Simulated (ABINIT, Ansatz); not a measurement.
# TlAsF6 (R-3): G0W0 with ABINIT, start to end, part 2 of 3

How does a plane-wave GW calculation on TlAsF6 (R-3) run from the first input to the gap?

ABINIT 10.8.3; PBEsol and many-body steps on it, plane waves. Known limits of the many-body steps: not at the basis limit; no spin-orbit coupling; coarse k mesh.

So far. Step 2 (Ground state): The gap is indirect, with the least direct gap 0.11 eV higher.

## Step 3: Bands along the symmetry lines

Level of this step: DFT, PBEsol, plane waves, norm-conserving pseudopotentials (ABINIT).

Levels along a band path, at the cheap level, show where the edges lie and whether the meshes to come will hold them.

run.abi reads:

```
acell 3*1.0 Angstrom
rprim 
  3.720723898783 2.148160944528 2.482723275713
  -3.720723898783 2.148160944528 2.482723275713
  0.000000000000 -4.296321889101 2.482723275674
ntypat 3
znucl 81 33 9
natom 8
typat 1 2 3 3 3 3 3 3
xred 
  0.000000000000 0.000000000000 0.000000000000
  0.500000000000 0.500000000000 0.500000000000
  0.698048100000 0.789498230000 0.423038160000
  0.789498230000 0.423038160000 0.698048100000
  0.210501770000 0.576961840000 0.301951900000
  0.423038160000 0.698048100000 0.789498230000
  0.576961840000 0.301951900000 0.210501770000
  0.301951900000 0.210501770000 0.576961840000
pp_dirpath "pseudos"
pseudos "Tl.upf, As.upf, F.upf"
ecut 44
iscf -2
irdden 1
kptopt 0
nkpt 22
kpt 
  0.00000000 0.00000000 0.00000000
  0.12500000 0.00000000 0.00000000
  0.25000000 0.00000000 0.00000000
  0.37500000 0.00000000 0.00000000
  0.50000000 -0.00000000 0.00000000
  0.50000000 -0.12500000 0.12500000
  0.50000000 -0.25000000 0.25000000
  0.50000000 -0.37500000 0.37500000
  0.50000000 -0.50000000 0.50000000
  0.47232264 -0.52767736 0.47232264
  0.44464528 -0.55535472 0.44464528
  0.41696791 -0.58303209 0.41696791
  0.38929055 -0.61070945 0.38929055
  0.38929055 0.38929055 0.38929055
  0.29196791 0.29196791 0.29196791
  0.19464528 0.19464528 0.19464528
  0.09732264 0.09732264 0.09732264
  0.00000000 0.00000000 0.00000000
  0.12500000 -0.12500000 0.00000000
  0.25000000 -0.25000000 0.00000000
  0.37500000 -0.37500000 0.00000000
  0.50000000 -0.50000000 0.00000000
istwfk *1
nband 50
nbdbuf 2
tolwfr 1e-08
nstep 40
prtwf 0
prtvol 0
indata_prefix "in"
outdata_prefix "out"
tmpdata_prefix "tmp"
```

On the command line:

```bash
OMP_NUM_THREADS=1 mpirun -n 8 abinit run.abi > log
```

Numbers of over 12 decimals in the logs are rounded to 6 here.

Output:

```text
.Version 10.8.3 of ABINIT. v10.8.2 released Aug 2026.

 Symmetries : space group R-3 (#148); Bravais hR (rhombohedral)
[... echo of the input left out ...]
== DATASET  1 ==================================================================
-   mpi_nproc: 8, omp_nthreads: 1 (-1 if OMP is not activated)

--- !DatasetInfo
iteration_state: {dtset: 1, }
dimensions: {natom: 8, nkpt: 22, mband: 50, nsppol: 1, nspinor: 1, nspden: 1, mpw: 11262, }
cutoff_energies: {ecut:  44.0, pawecutdg:  -1.0, }
electrons: {nelect:   8.60000000E+01, charge:   0.00000000E+00, occopt:   1.00000000E+00, tsmear:   1.00000000E-02, }

 Real(R)+Recip(G) space primitive vectors, cartesian coordinates (Bohr,Bohr^-1):
 R(1)=  7.0311492  4.0594359  4.6916670  G(1)=  0.0711121  0.0410566  0.0710480
 R(2)= -7.0311492  4.0594359  4.6916670  G(2)= -0.0711121  0.0410566  0.0710480
 R(3)=  0.0000000 -8.1188717  4.6916670  G(3)=  0.0000000 -0.0821132  0.0710480
 Unit cell volume ucvol=  8.0347141E+02 bohr^3
 Angles (23,13,12)=  9.71514135E+01  9.71514135E+01  9.71514135E+01 degrees

 getcut: wavevector=  0.0000  0.0000  0.0000  ngfft=  60  60  60
         ecut(hartree)=     44.000   => boxcut(ratio)=   2.14307

--- Pseudopotential description ------------------------------------------------
- Tl Generated using ONCVPSP code by D. R. Hamann
- 81.00000  21.00000  180301                  znucl, zion, pspdat
12 -116133 2 -1 2008                          pspcod,pspxc,lmax,lloc,mmax
     nproj     2     2     2
  pspatm : epsatm=   25.94155489
         --- l  ekb(1:nproj) -->
             0   16.578515    1.971474
             1    7.687221    1.303279
             2    3.866537    0.545680
 pspatm: atomic psp has been read  and splines computed

- As Generated using ONCVPSP code by D. R. Hamann
- 33.00000  23.00000  180301                  znucl, zion, pspdat
12 -116133 2 -1 1342                          pspcod,pspxc,lmax,lloc,mmax
     nproj     2     2     2
  pspatm : epsatm=   24.49033745
         --- l  ekb(1:nproj) -->
[...]
pspatm: atomic psp has been read  and splines computed

- F Generated using ONCVPSP code by D. R. Hamann
-  9.00000   7.00000  180301                  znucl, zion, pspdat
12 -116133 2 -1 832                           pspcod,pspxc,lmax,lloc,mmax
     nproj     2     2     1
  pspatm : epsatm=    4.89824381
         --- l  ekb(1:nproj) -->
[...]
2   -2.394754
 pspatm: atomic psp has been read  and splines computed

--------------------------------------------------------------------------------

================================================================================
 prteigrs : about to open file out_EIG
 Non-SCF case, kpt    1 (  0.00000  0.00000  0.00000), residuals and eigenvalues=
  7.62E-09  3.51E-09  3.67E-09  5.51E-09  2.86E-09  8.73E-09  3.43E-09  8.31E-09
[...]
-5.0392E-02 -4.7186E-02 -4.2371E-02 -3.2331E-02 -2.2587E-02 -2.0430E-02
  1.5545E-02  2.1715E-01  2.6608E-01  2.7686E-01  3.1554E-01  4.2754E-01
[...]
--- !ResultsGS
iteration_state: {dtset: 1, }
comment   : Summary of ground state results
lattice_vectors:
- [  7.0311492,   4.0594359,   4.6916670, ]
- [ -7.0311492,   4.0594359,   4.6916670, ]
- [  0.0000000,  -8.1188717,   4.6916670, ]
lattice_lengths: [   9.37698,    9.37698,    9.37698, ]
lattice_angles: [ 97.151,  97.151,  97.151, ] # degrees, (23, 13, 12)
lattice_volume:   8.0347141E+02
convergence: {deltae:  0.000E+00, res2:  0.000E+00, residm:  9.967E-09, diffor:  0.000E+00, }
etotal    :  -6.44018415E+02
entropy   :   0.00000000E+00
fermie    :   1.86356113E-02
cartesian_stress_tensor: null
pressure_GPa: null
xred      :
- [  0.0000E+00,   0.0000E+00,   0.0000E+00, Tl]
- [  5.0000E-01,   5.0000E-01,   5.0000E-01, As]
- [  6.9805E-01,   7.8950E-01,   4.2304E-01,  F]
- [  7.8950E-01,   4.2304E-01,   6.9805E-01,  F]
- [  2.1050E-01,   5.7696E-01,   3.0195E-01,  F]
- [  4.2304E-01,   6.9805E-01,   7.8950E-01,  F]
- [  5.7696E-01,   3.0195E-01,   2.1050E-01,  F]
- [  3.0195E-01,   2.1050E-01,   5.7696E-01,  F]
cartesian_forces: null
force_length_stats: {min: null, max: null, mean: null, }

 Integrated electronic density in atomic spheres:
 ------------------------------------------------
 Atom  Sphere_radius  Integrated_density
[...]
================================================================================

 ----iterations are completed or convergence reached----

 Mean square residual over all n,k,spin=   47.435E-10; max=  99.667E-10
 reduced coordinates (array xred) for    8 atoms
[...]
0.576961840000      0.301951900000      0.210501770000
       0.301951900000      0.210501770000      0.576961840000

 cartesian coordinates (angstrom) at end:
    1      0.000000     0.000000     0.000000
    2      0.000000    -2.25e-11     3.724085
    3     -0.340261     1.377981     4.743453
[...]
7      1.023236     0.983665     2.704717
    8      0.340261    -1.377981     2.704717
 length scales=  1.889726125908  1.889726125908  1.889726125908 bohr
              =  1.000000000000  1.000000000000  1.000000000000 angstroms
 prteigrs : about to open file out_EIG
 Eigenvalues (hartree) for nkpt=  22  k points:
 kpt#   1, nband= 50, wtk=  1.00000, kpt=  0.0000  0.0000  0.0000 (reduced coord)
[...]
kpt#   2, nband= 50, wtk=  1.00000, kpt=  0.1250  0.0000  0.0000 (reduced coord)
[...]
kpt#   3, nband= 50, wtk=  1.00000, kpt=  0.2500  0.0000  0.0000 (reduced coord)
[...]
kpt#  21, nband= 50, wtk=  1.00000, kpt=  0.3750 -0.3750  0.0000 (reduced coord)
[...]
0.43258    0.44690
 kpt#  22, nband= 50, wtk=  1.00000, kpt=  0.5000 -0.5000  0.0000 (reduced coord)
[...]
-0.07933   -0.07498   -0.07133   -0.05778   -0.05039   -0.04719   -0.04237   -0.03233
  -0.02259   -0.02043    0.01554    0.21715    0.26608    0.27686    0.31554    0.42754
   0.44224    0.45264

== END DATASET(S) ==============================================================
================================================================================

 -outvars: echo values of variables after computation  --------
            nband          50
             nkpt          22
          spgroup         148
 [... the other variables as echoed above ...]

 Calculation completed.
```

Run time: 85 s. Hardware: 8 MPI ranks of Arm Neoverse N1, shared host; peak memory 0.86 GiB.

This step gave:

* gap: 4.665 eV
* k of the valence top: 0.5, -0.25, 0.25
* k of the conduction bottom: 0.5, 0, 0
* least direct gap: 4.777 eV

The gap is 4.665 eV, as in the run before at this level.

Electronic bands along the path, in eV, zero at the top of the highest filled band:

```
     point  band 40  band 41  band 42  band 43  band 44  band 45  band 46  band 47
         Γ    -1.53    -1.29    -1.29    -0.78     5.37     7.44     7.99     7.99
   halfway    -1.34    -1.21    -1.13    -0.47     5.02     7.34     7.97     8.12
         L    -1.39    -1.15    -1.07    -0.11     4.67     7.22     8.07     8.30
   halfway    -1.29    -1.15    -1.11     0.00     5.09     7.20     7.40     7.62
         T    -1.25    -1.11    -1.11    -0.15     5.31     7.15     7.15     7.74
   halfway    -1.23    -1.11    -1.11    -0.17     5.33     7.15     7.15     7.68
        P0    -1.20    -1.11    -1.11    -0.24     5.40     7.15     7.15     7.53
jump to P2    -1.20    -1.11    -1.11    -0.24     5.40     7.15     7.15     7.53
   halfway    -1.22    -1.22    -1.17    -0.26     5.31     7.22     7.50     7.50
         Γ    -1.53    -1.29    -1.29    -0.78     5.37     7.44     7.99     7.99
   halfway    -1.30    -1.19    -1.10    -0.36     4.96     7.29     7.82     8.11
         F    -1.39    -1.12    -1.06    -0.08     5.40     6.73     7.03     8.08
```

## Step 4: Empty states on the mesh, 2×2×2 mesh, 436 bands

The sums over transitions need many empty states on a uniform mesh; this step solves for them.

run.abi reads:

```
acell 3*1.0 Angstrom
rprim 
  3.720723898783 2.148160944528 2.482723275713
  -3.720723898783 2.148160944528 2.482723275713
  0.000000000000 -4.296321889101 2.482723275674
ntypat 3
znucl 81 33 9
natom 8
typat 1 2 3 3 3 3 3 3
xred 
  0.000000000000 0.000000000000 0.000000000000
  0.500000000000 0.500000000000 0.500000000000
  0.698048100000 0.789498230000 0.423038160000
  0.789498230000 0.423038160000 0.698048100000
  0.210501770000 0.576961840000 0.301951900000
  0.423038160000 0.698048100000 0.789498230000
  0.576961840000 0.301951900000 0.210501770000
  0.301951900000 0.210501770000 0.576961840000
pp_dirpath "pseudos"
pseudos "Tl.upf, As.upf, F.upf"
ecut 44
ngkpt 2 2 2
nshiftk 1
shiftk 0 0 0
kptopt 1
chksymbreak 0
iscf -2
irdden 1
istwfk *1
nband 436
nbdbuf 38
tolwfr 1e-09
nstep 60
prtvol 0
indata_prefix "in"
outdata_prefix "out"
tmpdata_prefix "tmp"
```

Output:

```text
.Version 10.8.3 of ABINIT. v10.8.2 released Aug 2026.

 Symmetries : space group R-3 (#148); Bravais hR (rhombohedral)
[... echo of the input left out ...]
== DATASET  1 ==================================================================
-   mpi_nproc: 8, omp_nthreads: 1 (-1 if OMP is not activated)
-    --> not optimal distribution: autoparal keyword recommended in input file <--

--- !DatasetInfo
iteration_state: {dtset: 1, }
dimensions: {natom: 8, nkpt: 4, mband: 436, nsppol: 1, nspinor: 1, nspden: 1, mpw: 11210, }
cutoff_energies: {ecut:  44.0, pawecutdg:  -1.0, }
electrons: {nelect:   8.60000000E+01, charge:   0.00000000E+00, occopt:   1.00000000E+00, tsmear:   1.00000000E-02, }

 Real(R)+Recip(G) space primitive vectors, cartesian coordinates (Bohr,Bohr^-1):
 R(1)=  7.0311492  4.0594359  4.6916670  G(1)=  0.0711121  0.0410566  0.0710480
 R(2)= -7.0311492  4.0594359  4.6916670  G(2)= -0.0711121  0.0410566  0.0710480
 R(3)=  0.0000000 -8.1188717  4.6916670  G(3)=  0.0000000 -0.0821132  0.0710480
 Unit cell volume ucvol=  8.0347141E+02 bohr^3
 Angles (23,13,12)=  9.71514135E+01  9.71514135E+01  9.71514135E+01 degrees

 getcut: wavevector=  0.0000  0.0000  0.0000  ngfft=  60  60  60
         ecut(hartree)=     44.000   => boxcut(ratio)=   2.14307

--- Pseudopotential description ------------------------------------------------
- Tl Generated using ONCVPSP code by D. R. Hamann
- 81.00000  21.00000  180301                  znucl, zion, pspdat
12 -116133 2 -1 2008                          pspcod,pspxc,lmax,lloc,mmax
     nproj     2     2     2
  pspatm : epsatm=   25.94155489
         --- l  ekb(1:nproj) -->
             0   16.578515    1.971474
             1    7.687221    1.303279
             2    3.866537    0.545680
 pspatm: atomic psp has been read  and splines computed

- As Generated using ONCVPSP code by D. R. Hamann
- 33.00000  23.00000  180301                  znucl, zion, pspdat
12 -116133 2 -1 1342                          pspcod,pspxc,lmax,lloc,mmax
     nproj     2     2     2
  pspatm : epsatm=   24.49033745
         --- l  ekb(1:nproj) -->
[...]
pspatm: atomic psp has been read  and splines computed

- F Generated using ONCVPSP code by D. R. Hamann
-  9.00000   7.00000  180301                  znucl, zion, pspdat
12 -116133 2 -1 832                           pspcod,pspxc,lmax,lloc,mmax
     nproj     2     2     1
  pspatm : epsatm=    4.89824381
         --- l  ekb(1:nproj) -->
[...]
2   -2.394754
 pspatm: atomic psp has been read  and splines computed

--------------------------------------------------------------------------------

================================================================================
 prteigrs : about to open file out_EIG
 Non-SCF case, kpt    1 (  0.00000  0.00000  0.00000), residuals and eigenvalues=
[...]
1.02E-10  7.41E-11  1.15E-10  1.42E-10  5.20E-10  3.49E-10  4.65E-10  2.34E-10
[...]
8.79E-04  2.22E-03  2.42E-03  8.32E-04
 -6.7936E+00 -4.7167E+00 -4.7167E+00 -4.7167E+00 -4.5026E+00 -2.4837E+00
 -2.4834E+00 -2.4834E+00 -1.3099E+00 -1.3099E+00 -1.3047E+00 -1.3045E+00
 -1.3045E+00 -8.3662E-01 -7.7569E-01 -7.7444E-01 -7.7444E-01 -7.4475E-01
[...]
4.4999E+00  4.4999E+00  4.5075E+00  4.5075E+00  4.5085E+00  4.5085E+00
  4.5117E+00  4.5224E+00  4.5705E+00  4.5712E+00  4.5746E+00  4.5886E+00
  4.6211E+00  4.6283E+00  4.6453E+00  4.6602E+00
 prteigrs : prtvol=0 or 1, do not print more k-points.

--- !ResultsGS
iteration_state: {dtset: 1, }
comment   : Summary of ground state results
lattice_vectors:
- [  7.0311492,   4.0594359,   4.6916670, ]
- [ -7.0311492,   4.0594359,   4.6916670, ]
- [  0.0000000,  -8.1188717,   4.6916670, ]
lattice_lengths: [   9.37698,    9.37698,    9.37698, ]
lattice_angles: [ 97.151,  97.151,  97.151, ] # degrees, (23, 13, 12)
lattice_volume:   8.0347141E+02
convergence: {deltae:  0.000E+00, res2:  0.000E+00, residm:  9.949E-10, diffor:  0.000E+00, }
etotal    :  -6.44018415E+02
entropy   :   0.00000000E+00
fermie    :   1.86356113E-02
cartesian_stress_tensor: null
pressure_GPa: null
xred      :
- [  0.0000E+00,   0.0000E+00,   0.0000E+00, Tl]
- [  5.0000E-01,   5.0000E-01,   5.0000E-01, As]
- [  6.9805E-01,   7.8950E-01,   4.2304E-01,  F]
- [  7.8950E-01,   4.2304E-01,   6.9805E-01,  F]
- [  2.1050E-01,   5.7696E-01,   3.0195E-01,  F]
- [  4.2304E-01,   6.9805E-01,   7.8950E-01,  F]
- [  5.7696E-01,   3.0195E-01,   2.1050E-01,  F]
- [  3.0195E-01,   2.1050E-01,   5.7696E-01,  F]
cartesian_forces: null
force_length_stats: {min: null, max: null, mean: null, }

 Integrated electronic density in atomic spheres:
 ------------------------------------------------
 Atom  Sphere_radius  Integrated_density
[...]
================================================================================

 ----iterations are completed or convergence reached----

 Mean square residual over all n,k,spin=   39.922E-11; max=  99.491E-11
 reduced coordinates (array xred) for    8 atoms
[...]
0.576961840000      0.301951900000      0.210501770000
       0.301951900000      0.210501770000      0.576961840000

 cartesian coordinates (angstrom) at end:
    1      0.000000     0.000000     0.000000
[...]
8      0.340261    -1.377981     2.704717
 length scales=  1.889726125908  1.889726125908  1.889726125908 bohr
              =  1.000000000000  1.000000000000  1.000000000000 angstroms
 prteigrs : about to open file out_EIG
 Eigenvalues (hartree) for nkpt=   4  k points:
 kpt#   1, nband=436, wtk=  0.12500, kpt=  0.0000  0.0000  0.0000 (reduced coord)
[...]
4.45013    4.47887    4.47887    4.48163    4.49988    4.49989    4.50746    4.50748
   4.50847    4.50849    4.51171    4.52244    4.57054    4.57115    4.57460    4.58860
   4.62107    4.62827    4.64534    4.66020
 prteigrs : prtvol=0 or 1, do not print more k-points.

== END DATASET(S) ==============================================================
================================================================================

 -outvars: echo values of variables after computation  --------
            nband         436
             nkpt           4
          spgroup         148
 [... the other variables as echoed above ...]

 Calculation completed.
```

It took 10 min on 8 MPI ranks; peak memory 1.1 GiB; 82 min of CPU time.

Numbers from this step:

```yaml
gap: 4.749 eV
k_of_the_valence_top: 0.5, 0.5, 0
k_of_the_conduction_bottom: 0.5, 0, 0
least_direct_gap: 4.777 eV
k_points_computed: 4
lowest_point_of_the_top_converged_band_above_the_valence_top: 116.1551 eV
```

On this mesh the gap is 4.749 eV. The earlier step found 4.665 eV, so this mesh misses an edge.

## Step 5: Screening, 2×2×2 mesh, 398 bands, screening to 217.7 eV

The RPA dielectric matrix is built and inverted for each q.

This step: RPA screening on PBEsol, plane waves, norm-conserving pseudopotentials.

run.abi: that of step 4 with these lines changed.

```diff
@@ -26,10 +26,11 @@
 chksymbreak 0
-iscf -2
-irdden 1
 istwfk *1
-nband 436
-nbdbuf 38
-tolwfr 1e-09
-nstep 60
-prtvol 0
+occopt 1
+irdwfk 1
+optdriver 3
+nband 398
+ecuteps 8
+inclvkb 2
+awtr 1
+symchi 1
 indata_prefix "in"
```

Output:

```text
.Version 10.8.3 of ABINIT. v10.8.2 released Aug 2026.

 Symmetries : space group R-3 (#148); Bravais hR (rhombohedral)
[... echo of the input left out ...]
== DATASET  1 ==================================================================
-   mpi_nproc: 8, omp_nthreads: 1 (-1 if OMP is not activated)

--- !DatasetInfo
iteration_state: {dtset: 1, }
dimensions: {natom: 8, nkpt: 4, mband: 398, nsppol: 1, nspinor: 1, nspden: 1, mpw: 11210, }
cutoff_energies: {ecut:  44.0, pawecutdg:  -1.0, }
electrons: {nelect:   8.60000000E+01, charge:   0.00000000E+00, occopt:   1.00000000E+00, tsmear:   1.00000000E-02, }

 SCREENING: Calculation of the susceptibility and dielectric matrices

 Based on a program developped by R.W. Godby, V. Olevano, G. Onida, and L. Reining.
 Incorporated in ABINIT by V. Olevano, G.-M. Rignanese, and M. Torrent.
.Using double precision arithmetic ; gwpc =  8

[... cell and pseudopotentials left out ...]
--------------------------------------------------------------------------------

 ==== K-mesh for the wavefunctions ====
 Number of points in the irreducible wedge :     4
[... list of points left out ...]
 Together with  6 symmetry operations and time-reversal symmetry
 yields     8 points in the full Brillouin Zone.

 ==== Q-mesh for the screening function ====
 Number of points in the irreducible wedge :     4
[... list of points left out ...]
 Together with  6 symmetry operations and time-reversal symmetry
 yields     8 points in the full Brillouin Zone.

 setmesh: FFT mesh size selected  =    40x   40x   40
          total number of points  =        64000

 vcoul_init : cutoff-mode = AUXILIARY_FUNCTION
 q-points for optical limit:   1
     1)      0.000010    0.000020    0.000030

- screening: taking advantage of time-reversal symmetry
- Maximum band index for partially occupied states nbvw = 43
- Remaining bands to be divided among processors   nbcw = 355
- Number of bands treated by each node ~44

 Number of electrons calculated from density =   86.0000; Expected =   86.0000
 average of density, n =  0.107036
 r_s =    1.3066
 omega_plasma =   31.5587 [eV]

 calculating chi0 at frequencies [eV] :
  1    0.000000E+00    0.000000E+00
  2    0.000000E+00    3.155874E+01

--------------------------------------------------------------------------------
  q-point number  1        q = ( 0.000000, 0.000000, 0.000000) [r.l.u.]
--------------------------------------------------------------------------------
[... chi0 elements left out ...]
 For q-point:  0.000010 0.000020 0.000030
  dielectric constant =   2.4623
  dielectric constant without local fields =   2.9000

  Average fulfillment of the sum rule on Im[epsilon] for q-point    1 :     66.58  [%]
[... wings left out ...]
  q-point number  2        q = ( 0.500000, 0.000000, 0.000000) [r.l.u.]
--------------------------------------------------------------------------------
[... chi0 elements left out ...]
  Average fulfillment of the sum rule on Im[epsilon] for q-point    2 :     70.24  [%]

 [... 2 further q-points ...]
```

Wall time 6.3 min (8 MPI ranks); peak memory 4.7 GiB; 51 min of CPU time.

This step gave:

```yaml
eps_infinity_with_local_fields_on_this_mesh_along_the_program_s_q_direction: 2.462
the_same_without_local_fields: 2.9
plasma_frequency: 31.56 eV
plane_waves_in_the_screening_matrix: 827
```

Local fields lower ε∞ by 15 %. On a Γ-centred mesh this coarse the value itself is usually too large, while a short band sum pulls it down.

(Part 2 of 3 ends here.)

[Paths, hosts, dates, memory and timing lines, banners, echoed tables and standing remarks are left out of the program output.]

[Logs are printed without paths, hosts, clocks, repeated set-up lines and the standing remarks that a program may print on its own settings, such as how far it seeks lower states.]

[Runs of the session that timed out or met a known fault of the program may be left out.]

[Hosts, paths, dates, database ids (printed as entryN), source tags and the programs' standing remarks are cut or masked in the printed files.]

[G0W0 gaps are taken among the corrected bands and points alone; a level outside them can change the order at an edge.]

[Where Ansatz stands beside ABINIT at settings called matched, ABINIT's density can come from a denser mesh and the files from another edition; pairs whose starting gaps differed by over 0.03 eV were left out, so agreement reads better than it is.]
